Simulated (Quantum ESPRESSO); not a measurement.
# Dipole at the next field: 2H-MoSSe, 1 layer

Method. Quantum ESPRESSO 7.5, LDA, GBRV ultrasoft; sawtooth field along the normal with dipole correction, ions clamped, threshold 1e-9 Ry; cell area 9.155 Å².

| field (V/Å) | dipole (e Å a cell) |
| --- | --- |
| 0 | −0.03629 |
| 0.1 | −0.00929 |
| 0.2 | 0.01778 |

To predict: What is the dipole at −0.2 V/Å, and what electrostatic thickness 4πα/A follows from the rows?

By hand: The slope is (0.01778 − (−0.03629))/0.2 = 0.2704 e Å²/V, so 4πα/A = 180.95 × 0.2704/9.155 = 5.34 Å. Linear response gives p = −0.03629 + 0.2704 × (−0.2) = −0.09036 e Å; a parabola through the three rows gives −0.09008.

What the calculation gave: p = −0.09040 e Å. The line misses by 0.1 % of the induced dipole and the parabola by 0.6 %. The response is linear over this range.

**Limits.** Electrons alone respond; local and semilocal functionals tend to overscreen.
